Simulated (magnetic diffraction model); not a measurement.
## Solving a magnetic structure from powder neutron data: YFeBr5

Space group Immm (no. 71), a = 5.5260 Å, b = 9.2330 Å, c = 11.1450 Å.

```csv
site,atom,x,y,z
2c,Y,1/2,1/2,0
2d,Br,0,1/2,0
4i,Br,1/2,1/2,0.2674
4h,Br,1/2,0.1904,0
2a,Fe,0,0,0
```

The compound is invented for this exercise: a known structure type with other elements, its cell scaled to their sizes and not relaxed.

Only Fe is taken to order (form factors of Fe2+); orders and moment sizes are assumed, and not adapted to the symmetry. Radiation: neutrons of λ = 4.2 Å, 8° to 100°; isotropic B of 0.49 Å² (Y), 0.52 Å² (Br) and 0.43 Å² (Fe). The intensities are simulated: I ∝ L Σ (|F_N|² + |F_M⊥|²) for unpolarised neutrons, with F_M = 2.695 fm/μB × Σ f(s) S exp(2πi Q·r) exp(−B s²) at Q = H ± k (one set where k and −k are equivalent), only the part normal to Q counting and L = 1/(sin²θ cos θ). For collinear order S is the moment m, which repeats by lattice and centring translations R with the sign exp(−2πi k·R). Form factors are spin-only for 3d ions and dipole or tabulated for f ions, scattering lengths are Sears's of 1992, and absorption is left out. A label names one of the reflections at its angle. The strongest nuclear line in the range is 100, and lines under 0.2 are left out.

Above the ordering temperature:

```tsv
2θ (°)	index	I
34.36	(0 1 1)	0.7
44.28	(0 0 2)	66.1
50.20	(1 0 1)	2.3
52.58	(1 1 0)	60.3
54.12	(0 2 0)	60.7
71.11	(1 1 2)	12.9
75.08	(0 1 3)	2.0
76.92	(1 2 1)	76.0
85.87	(1 0 3)	7.6
90.12	(0 3 1)	20.4
97.82	(0 0 4)	95.7
98.94	(2 0 0)	100.0
```

Below it (cell unchanged):

```tsv
2θ (°)	I
34.36	14.5
44.28	76.2
50.20	17.9
52.58	70.8
54.12	60.7
71.11	25.9
72.42	3.1
75.08	7.9
76.92	82.2
85.87	13.0
90.12	20.8
97.82	97.9
98.94	102.2
```

**Question.** Find the propagation vector, then choose among these models:
A. collinear moments along [100], 3.82 μB on Fe
B. collinear moments along [010], 3.82 μB on Fe
C. collinear moments along [101], 3.82 μB on Fe

No line moves, and magnetic intensity falls on nuclear lines such as the one at 50.20°, so the magnetic cell equals the chemical primitive cell: k = 0.

Magnetic intensity, observed (below minus above) and for each model:

| 2θ (°) | index | observed | A | B | C |
| --- | --- | --- | --- | --- | --- |
| 34.36 | (0 1 1) | 13.8 | 33.9 | 13.8 | 22.9 |
| 44.28 | (0 0 2) | 10.1 | 10.1 | 10.1 | 2.0 |
| 50.20 | (1 0 1) | 15.6 | 3.1 | 15.6 | 10.6 |
| 52.58 | (1 1 0) | 10.4 | 3.7 | 10.4 | 12.1 |
| 54.12 | (0 2 0) | <0.2 | 6.7 | <0.2 | 6.7 |
| 75.08 | (0 1 3) | 6.0 | 6.9 | 6.0 | 2.1 |
| 76.92 | (1 2 1) | 6.2 | 8.3 | 6.2 | 11.3 |
| 90.12 | (0 3 1) | 0.3 | 5.0 | 0.3 | 4.7 |

Model B matches.

The absence at (0 2 0) is telling: Q lies along the moments there, so the part normal to Q vanishes.

The structure used: k = (0 0 0), collinear moments along [010], 3.82 μB on Fe.

[Logs are printed without paths, hosts, clocks, repeated set-up lines and the standing remarks that a program may print on its own settings, such as how far it seeks lower states.]
